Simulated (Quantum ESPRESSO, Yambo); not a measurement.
# WS2 (Tungstenite): G0W0 in Yambo against the bands

Aim: move the bands of a G0W0 run on WS2 (Tungstenite) over a wide range.

Main program and level: Yambo 5.3.0; PBE and many-body steps on it, plane waves.

### Step 1. The starting structure

It takes space group P6_3/mmc (No. 194, hexagonal). Conventional cell: a = 3.153 Å, b = 3.153 Å, c = 12.323 Å, α = 90.00°, β = 90.00°, γ = 120.00°. W has 6 S at 2.40 Å nearest. Nearest to S lie 3 W at 2.40 Å. Farther neighbours and most contacts between anions are not listed.

Coordinates:

```cif
data_structure
_symmetry_space_group_name_H-M 'P 1'
_symmetry_Int_Tables_number 1
_cell_length_a 3.1532
_cell_length_b 3.1532
_cell_length_c 12.3230
_cell_angle_alpha 90.000
_cell_angle_beta 90.000
_cell_angle_gamma 120.000
_cell_volume 106.11
loop_
_atom_site_label
_atom_site_type_symbol
_atom_site_fract_x
_atom_site_fract_y
_atom_site_fract_z
_atom_site_occupancy
W1 W 0.33333 0.66667 0.25000 1
W2 W 0.66667 0.33333 0.75000 1
S3 S 0.33333 0.66667 0.62250 1
S4 S 0.66667 0.33333 0.12250 1
S5 S 0.33333 0.66667 0.87750 1
S6 S 0.66667 0.33333 0.37750 1
```

The cell and positions come from the Crystallography Open Database and are kept as given unless a step says otherwise. Spin-orbit coupling is left out unless a step names it.

### Step 2. 44 bands

This step: Yambo 5.3.0; G0W0 on PBE, plane waves, norm-conserving pseudopotentials.

G0W0 replaces the xc potential by the self-energy, built once from these orbitals. Only a window of levels is corrected, while the sums run over the empty bands that the input names.

Contents of gw1.in:

```
HF_and_locXC
gw0
dyson
ppa
em1d
rim_cut
RandQpts= 1000000
RandGvec= 1 RL
EXXRLvcs= 62 Ry
VXCRLvcs= 248 Ry
Chimod= "HARTREE"
% BndsRnXp
 1 | 44 |
%
NGsBlkXp= 7 Ry
% LongDrXp
 1 | 1 | 1 |
%
% GbndRnge
 1 | 44 |
%
DysSolver= "n"
ExtendOut
PPAPntXp= 27.21138 eV
% QPkrange
 1 | 1 | 25 | 28 |
 9 | 9 | 25 | 28 |
 13 | 13 | 25 | 28 |
%
```

The run is started by

```sh
OMP_NUM_THREADS=2 mpirun -n 4 yambo -F gw1.in -J gw1 -C gw1 > gw1.log
```

What it wrote:

```text
 Yambo, version 5.3.0

 [02] CORE Variables Setup
 =========================

  [... cell, symmetries and grids as in the set-up ...]

  [02.05] Energies & Occupations
  ==============================

  [X] === General ===
  [X] Electronic Temperature                        :  0.000000  0.000000 [eV K]
  [X] Bosonic    Temperature                        :  0.000000  0.000000 [eV K]
  [X] Finite Temperature mode                       : no
  [X] El. density                                   :  0.49006E+24 [cm-3]
  [X] Fermi Level                                   :  11.76937 [eV]

  [X] === Gaps and Widths ===
  [X] Conduction Band Min                           :  0.980635 [eV]
  [X] Valence Band Max                              :  0.000000 [eV]
  [X] Filled Bands                                  :  26
  [X] Empty Bands                                   :    27   342
  [X] Direct Gap                                    :  1.836911 [eV]
  [X] Direct Gap localized at k                     :  13
  [X] Indirect Gap                                  :  0.980635 [eV]
  [X] Indirect Gap between kpts                     :   1   9
  [X] Last valence band width                       :  1.836536 [eV]
  [X] 1st conduction band width                     :  1.369821 [eV]

 [03] Transferred momenta grid and indexing
 ==========================================

 IBZ Q-points                                      :  14
 BZ  Q-points                                      :   72

 K/Q-points units:
 rlu = crystal or reduced units; cc = cartesian coordinates; iku = interal k-units

 Q [ 1]         [rlu]:  0.000000  0.000000  0.000000
 Q [ 2]         [rlu]:  0.000000  0.000000 -0.500000
 Q [ 3]         [rlu]:  0.15111E-17  0.16667       0.0000
 Q [ 4]         [rlu]:  0.15111E-17  0.16667     -0.50000
 Q [ 5]         [rlu]:  0.30223E-17  0.33333       0.0000
 Q [ 6]         [rlu]:  0.30223E-17  0.33333     -0.50000
 Q [ 7]         [rlu]: -0.45334E-17 -0.50000       0.0000
 Q [ 8]         [rlu]: -0.45334E-17 -0.50000     -0.50000
 Q [ 9]         [rlu]:  0.166667  0.166667  0.000000
 Q [10]         [rlu]:  0.166667  0.166667 -0.500000
 Q [11]         [rlu]:  0.166667  0.333333  0.000000
 Q [12]         [rlu]:  0.166667  0.333333 -0.500000
 Q [13]         [rlu]:  0.333333  0.333333  0.000000
 Q [14]         [rlu]:  0.333333  0.333333 -0.500000

 [04] Coloumb potential Random Integration (RIM)
 ===============================================

  [04.01] RIM initialization
  ==========================

  * Diagonal components only detected *

  8 x (sBL volume)        :  0.038490 [a.u.]
  sBZ random points       :  1000000
  Points outside the sBZ  :   7994252
  RL volume               :  0.346412 [a.u.]
  Integrated volume       :  0.346661 [a.u.]

  [04.02] RIM integrals
  =====================

  Gamma point sphere radius             :  0.061245 [a.u.]
  Points outside the sphere             :   799469
  [Int_sBZ(q=0) 1/q^2]*(Vol_sBZ)^(-1/3) =:  7.611437
                                 should be <:  7.795600

  Summary of Coulomb integrals for non-metallic bands |Q|[au] RIM/Bare

  Q [1] 0.100000E-4 0.976376 * Q [2] 0.134907 0.907353
  Q [3] 0.202931 1.107436 * Q [4] 0.243682 1.050908
  Q [9] 0.351486 1.035411 * Q [10] 0.376487 1.026507
  Q [5] 0.405861 1.026478 * Q [6] 0.427695 1.021295
  Q [11] 0.536904 1.015299 * Q [12] 0.553594 1.013509
  Q [7] 0.608792 1.012328 * Q [8] 0.623560 1.011216
  Q [13] 0.702972 1.009176 * Q [14] 0.715800 1.008560

 [05] Dipoles
 ============

  [05.01] Setup: observables and procedures
  =========================================

  [WARNING] [x,Vnl] slows the Dipoles computation. To neglect it rename the ns.kb_pp file

 [06] Dynamic Dielectric Matrix (PPA)
 ====================================

 [WR./gw1//ndb.pp]---------------------------------------------------------------
  Brillouin Zone Q/K grids (IBZ/BZ)                :   14   72   14   72
  RL vectors                                       :   7665 [WF]
  Coulomb cutoff potential                         : none
  Electronic Temperature                           :  0.000000 [K]
  Bosonic    Temperature                           :  0.000000 [K]
  PPA    diel. fun.  energies                      : Perdew, Burke & Ernzerhof(X)+Perdew, Burke & Ernzerhof(C)
  wavefunctions                                    : Perdew, Burke & Ernzerhof(X)+Perdew, Burke & Ernzerhof(C)
  Global Gauge                                     : length
  X matrix size                                    :  241
  X band range                                     :    1   44
  X e/h energy range                               : -1.000000 -1.000000 [eV]
  X Time ordering                                  : R
  X Hxc Kernel                                     : HARTREE
  X Drude frequency                                :  0.000000  0.000000
  X poles                                          :  100.0000 [o/o]
  RL vectors in the sum                            :   7665
  [r,Vnl] included                                 : yes
  Field direction                                  :  0.577350E-5  0.577350E-5  0.577350E-5
  BZ energy Double Grid                            : no
  BZ energy DbGd points                            : 0
  BZ Q point size factor                           : -1.000000
  X Optical Averaged directions                    : none

 [07] Local Exchange-Correlation + Non-Local Fock
 ================================================

 [VXC] Plane waves :   47139
 [EXS] Plane waves :   5909

 QP @ state[ 1 ] K range:  1  1
 QP @ state[ 1 ] b range:  25  28
 QP @ state[ 2 ] K range:   9   9
 QP @ state[ 2 ] b range:  25  28
 QP @ state[ 3 ] K range:  13  13
 QP @ state[ 3 ] b range:  25  28

 [xc] Functional : Perdew, Burke & Ernzerhof(X)+Perdew, Burke & Ernzerhof(C)
 [xc] LIBXC used to calculate xc functional
  PP Number of Atomic Species                      :  2
  NLCC RL compoments                               :   47139
  PP Number of Atomic Species                      :  2
  NLCC RL compoments                               :   47139

 [xc] E_xc :  -24.47028 [Ha]
      E_xc :  -48.94055 [Ry]

  Local XC kind (lXC) : Perdew, Burke & Ernzerhof(X)+Perdew, Burke & Ernzerhof(C)
  Non-Local XC kind (nlXC) : Hartree-Fock

  Corrections @ K [1] :  [eV]
 <25|nlXC|25> = -15.44322 -0.14805E-16 <25|lXC|25> = -14.46050  0.47204E-16
 <26|nlXC|26> = -15.97986 -0.23879E-17 <26|lXC|26> = -15.59007  0.000000
 <27|nlXC|27> = -10.57749  0.76831E-18 <27|lXC|27> = -15.22415 -0.18882E-15
 <28|nlXC|28> = -10.57760  0.11204E-17 <28|lXC|28> = -15.22415 -0.37763E-15

  Corrections @ K [9] :  [eV]
 <25|nlXC|25> = -16.45784 -0.79533E-17 <25|lXC|25> = -15.19224  0.94408E-16
 <26|nlXC|26> = -16.45632 -0.14026E-17 <26|lXC|26> = -15.25949  0.47204E-15
[...]
Corrections @ K [13] :  [eV]
[...]
<26|nlXC|26> = -15.81804  0.40057E-17 <26|lXC|26> = -15.42149  0.14161E-15
 <27|nlXC|27> = -12.00200  0.18459E-17 <27|lXC|27> = -16.36582  0.000000
 <28|nlXC|28> = -12.00200  0.32700E-18 <28|lXC|28> = -16.36582 -0.94408E-16

 [08] Dyson equation: Newton solver
 ==================================

  [08.01] G0W0 (W PPA)
  ====================

  [  GW  ] Bands range     :    1   44
  [GW/PPA] G damping       :  0.100000 [eV]

  QP @ state[ 1 ] K range:  1  1
  QP @ state[ 1 ] b range:  25  28
  QP @ state[ 2 ] K range:   9   9
  QP @ state[ 2 ] b range:  25  28
  QP @ state[ 3 ] K range:  13  13
  QP @ state[ 3 ] b range:  25  28

   Sc/G bands                                       :    1   44
   Sc/G damping                                     :  0.100000 ev
   Sc bands terminator                              : no
   Sx RL components                                 :   5909

   QP @ state[ 1 ] K range                          :  1  1
   QP @ state[ 1 ] b range                          :  25  28
   QP @ state[ 2 ] K range                          :   9   9
   QP @ state[ 2 ] b range                          :  25  28
   QP @ state[ 3 ] K range                          :  13  13
   QP @ state[ 3 ] b range                          :  25  28
   GF energies kind                                 : Perdew, Burke & Ernzerhof(X)+Perdew, Burke & Ernzerhof(C)
   GF WF`s kind                                     : Perdew, Burke & Ernzerhof(X)+Perdew, Burke & Ernzerhof(C)
   Xs energies kind                                 : Perdew, Burke & Ernzerhof(X)+Perdew, Burke & Ernzerhof(C)
   Xs WF`s kind                                     : Perdew, Burke & Ernzerhof(X)+Perdew, Burke & Ernzerhof(C)

 [11] Game Over & Game summary
```

Elapsed: 44 s, on 4 MPI ranks of Arm Neoverse V2, shared host; peak memory 2.9 GiB.

This step gave:

- G0W0 gap on the points computed: 1.386 eV
- starting gap on the mesh: 0.9806 eV
- k of the valence top: 0, 0, 0
- k of the conduction bottom: 0.1667, 0.1667, 0
- least direct G0W0 gap on the computed points: 2.582 eV
- Z at the valence top: 0.7967
- Z at the conduction bottom: 0.8067

The gap on the mesh goes from 0.98 eV to 1.39 eV, a correction of +0.41 eV.

### Step 3. 65 bands

gw2.in, as its differences from gw1.in of step 2:

```diff
@@ -12,3 +12,3 @@
 % BndsRnXp
- 1 | 44 |
+ 1 | 65 |
 %
@@ -19,3 +19,3 @@
 % GbndRnge
- 1 | 44 |
+ 1 | 65 |
 %
```

The run is started by

```sh
OMP_NUM_THREADS=2 mpirun -n 4 yambo -F gw2.in -J gw2 -C gw2 > gw2.log
```

What it wrote:

```text
 Yambo, version 5.3.0

 [02] CORE Variables Setup
 =========================

  [... cell, symmetries and grids as in the set-up ...]

  [02.05] Energies & Occupations
  ==============================

  [X] === General ===
  [X] Electronic Temperature                        :  0.000000  0.000000 [eV K]
  [X] Bosonic    Temperature                        :  0.000000  0.000000 [eV K]
  [X] Finite Temperature mode                       : no
  [X] El. density                                   :  0.49006E+24 [cm-3]
  [X] Fermi Level                                   :  11.76937 [eV]

  [X] === Gaps and Widths ===
  [X] Conduction Band Min                           :  0.980635 [eV]
  [X] Valence Band Max                              :  0.000000 [eV]
  [X] Filled Bands                                  :  26
  [X] Empty Bands                                   :    27   342
  [X] Direct Gap                                    :  1.836911 [eV]
  [X] Direct Gap localized at k                     :  13
  [X] Indirect Gap                                  :  0.980635 [eV]
  [X] Indirect Gap between kpts                     :   1   9
  [X] Last valence band width                       :  1.836536 [eV]
  [X] 1st conduction band width                     :  1.369821 [eV]

 [03] Transferred momenta grid and indexing
 ==========================================

 IBZ Q-points                                      :  14
 BZ  Q-points                                      :   72

 K/Q-points units:
 rlu = crystal or reduced units; cc = cartesian coordinates; iku = interal k-units

 Q [ 1]         [rlu]:  0.000000  0.000000  0.000000
 Q [ 2]         [rlu]:  0.000000  0.000000 -0.500000
 Q [ 3]         [rlu]:  0.15111E-17  0.16667       0.0000
[...]
Local XC kind (lXC) : Perdew, Burke & Ernzerhof(X)+Perdew, Burke & Ernzerhof(C)
  Non-Local XC kind (nlXC) : Hartree-Fock

  Corrections @ K [1] :  [eV]
 <25|nlXC|25> = -15.44322 -0.14805E-16 <25|lXC|25> = -14.46050  0.47204E-16
 <26|nlXC|26> = -15.97986 -0.23879E-17 <26|lXC|26> = -15.59007  0.000000
 <27|nlXC|27> = -10.57749  0.76831E-18 <27|lXC|27> = -15.22415 -0.18882E-15
[...]
Corrections @ K [9] :  [eV]
[...]
Corrections @ K [13] :  [eV]
[...]
<27|nlXC|27> = -12.00200  0.18459E-17 <27|lXC|27> = -16.36582  0.000000
 <28|nlXC|28> = -12.00200  0.32700E-18 <28|lXC|28> = -16.36582 -0.94408E-16

 [08] Dyson equation: Newton solver
 ==================================

  [08.01] G0W0 (W PPA)
  ====================

  [  GW  ] Bands range     :    1   65
  [GW/PPA] G damping       :  0.100000 [eV]

  QP @ state[ 1 ] K range:  1  1
  QP @ state[ 1 ] b range:  25  28
  QP @ state[ 2 ] K range:   9   9
  QP @ state[ 2 ] b range:  25  28
  QP @ state[ 3 ] K range:  13  13
  QP @ state[ 3 ] b range:  25  28

   Sc/G bands                                       :    1   65
   Sc/G damping                                     :  0.100000 ev
   Sc bands terminator                              : no
   Sx RL components                                 :   5909

   QP @ state[ 1 ] K range                          :  1  1
   QP @ state[ 1 ] b range                          :  25  28
   QP @ state[ 2 ] K range                          :   9   9
   QP @ state[ 2 ] b range                          :  25  28
   QP @ state[ 3 ] K range                          :  13  13
   QP @ state[ 3 ] b range                          :  25  28
   GF energies kind                                 : Perdew, Burke & Ernzerhof(X)+Perdew, Burke & Ernzerhof(C)
   GF WF`s kind                                     : Perdew, Burke & Ernzerhof(X)+Perdew, Burke & Ernzerhof(C)
   Xs energies kind                                 : Perdew, Burke & Ernzerhof(X)+Perdew, Burke & Ernzerhof(C)
   Xs WF`s kind                                     : Perdew, Burke & Ernzerhof(X)+Perdew, Burke & Ernzerhof(C)

 [11] Game Over & Game summary
```

Elapsed: 78 s, on 4 MPI ranks; peak memory 2.9 GiB; 9 min of CPU time.

Numbers from this step:

```yaml
g0w0_gap_on_the_points_computed: 1.336 eV
starting_gap_on_the_mesh: 0.9806 eV
k_of_the_valence_top: 0, 0, 0
k_of_the_conduction_bottom: 0.1667, 0.1667, 0
least_direct_g0w0_gap_on_the_computed_points: 2.569 eV
z_at_the_valence_top: 0.7977
z_at_the_conduction_bottom: 0.8058
```

Against the run before, the gap moves by −0.050 eV.

### Step 4. 106 bands

gw3.in, as its differences from gw2.in of step 3:

```diff
@@ -12,3 +12,3 @@
 % BndsRnXp
- 1 | 65 |
+ 1 | 106 |
 %
@@ -19,3 +19,3 @@
 % GbndRnge
- 1 | 65 |
+ 1 | 106 |
 %
```

The run is started by

```sh
OMP_NUM_THREADS=2 mpirun -n 4 yambo -F gw3.in -J gw3 -C gw3 > gw3.log
```

What it wrote:

```text
 Yambo, version 5.3.0

 [02] CORE Variables Setup
 =========================

  [... cell, symmetries and grids as in the set-up ...]

  [02.05] Energies & Occupations
  ==============================

  [X] === General ===
  [X] Electronic Temperature                        :  0.000000  0.000000 [eV K]
  [X] Bosonic    Temperature                        :  0.000000  0.000000 [eV K]
  [X] Finite Temperature mode                       : no
  [X] El. density                                   :  0.49006E+24 [cm-3]
[...]
QP @ state[ 2 ] b range                          :  25  28
   QP @ state[ 3 ] K range                          :  13  13
   QP @ state[ 3 ] b range                          :  25  28
   GF energies kind                                 : Perdew, Burke & Ernzerhof(X)+Perdew, Burke & Ernzerhof(C)
   GF WF`s kind                                     : Perdew, Burke & Ernzerhof(X)+Perdew, Burke & Ernzerhof(C)
   Xs energies kind                                 : Perdew, Burke & Ernzerhof(X)+Perdew, Burke & Ernzerhof(C)
   Xs WF`s kind                                     : Perdew, Burke & Ernzerhof(X)+Perdew, Burke & Ernzerhof(C)

 [11] Game Over & Game summary
```

Elapsed: 2.3 min, on 4 MPI ranks; peak memory 2.9 GiB.

Numbers from this step:

```yaml
g0w0_gap_on_the_points_computed: 1.336 eV
starting_gap_on_the_mesh: 0.9806 eV
k_of_the_valence_top: 0, 0, 0
k_of_the_conduction_bottom: 0.1667, 0.1667, 0
least_direct_g0w0_gap_on_the_computed_points: 2.503 eV
```

Against the run before, the gap moves by +0.0001 eV.

(Continued in part 2 of 2.)

[Paths, hosts, dates, memory and timing lines, banners, echoed tables and standing remarks are left out of the program output.]

[Logs are printed without paths, hosts, clocks, repeated set-up lines and the standing remarks that a program may print on its own settings, such as how far it seeks lower states.]

[Runs of the session that timed out or met a known fault of the program may be left out.]

[Hosts, paths, dates, database ids (printed as entryN), source tags and the programs' standing remarks are cut or masked in the printed files.]
